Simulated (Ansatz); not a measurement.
# The potential step between two gates: antimonene 3 layers, AB

Two oppositely charged gates put a neutral stack in a displacement field D. The voltage between them is D/ε₀ times an electrical distance, shorter than the real one because the stack screens.

Set-up. Ansatz 0.2.0, plane waves with PAW datasets (its set soft_2), PBE-D3(BJ); isolated slab, charged sheets 5 Å from the outer atoms behind model barriers, atoms held. Voltages count from the uncharged case.

```
  run  D/ε₀ (V/nm)  step in an electron's potential, upper less lower gate (eV)
run 1       −1.810                                                       −1.394
run 2        0.000                                                        0.000
run 3        0.905                                                        0.700
run 4        1.810                                                        1.401
run 5        2.714                                                        2.102
run 6        3.619                                                            ?
```

**Question.** What value belongs in the row marked “?”, and how far can the other rows tell?

A least-squares line through the 5 rows shown has slope 0.7728 and intercept 0.0024; no row lies more than 0.002 eV off it. The size of the slope, 0.773 nm, is the electrical distance; the sheets are 2.091 nm apart, and screening reaches beyond the outer atoms. At 3.619 it gives 0.7728 × 3.619 + 0.0024 = 2.799 eV, beyond the rows fitted. Rounding and scatter of the rows alone allow about ±0.003 eV there.

The run itself gives 2.804 eV: a miss of +0.005 eV, or 0.2 % of the value. Screening stays linear to within 1 % over this range.

**Limits.** The gates are model sheets, not atoms. Spin-orbit coupling is left out, which changes the bands of elements this heavy.

[Logs are printed without paths, hosts, clocks, repeated set-up lines and the standing remarks that a program may print on its own settings, such as how far it seeks lower states.]
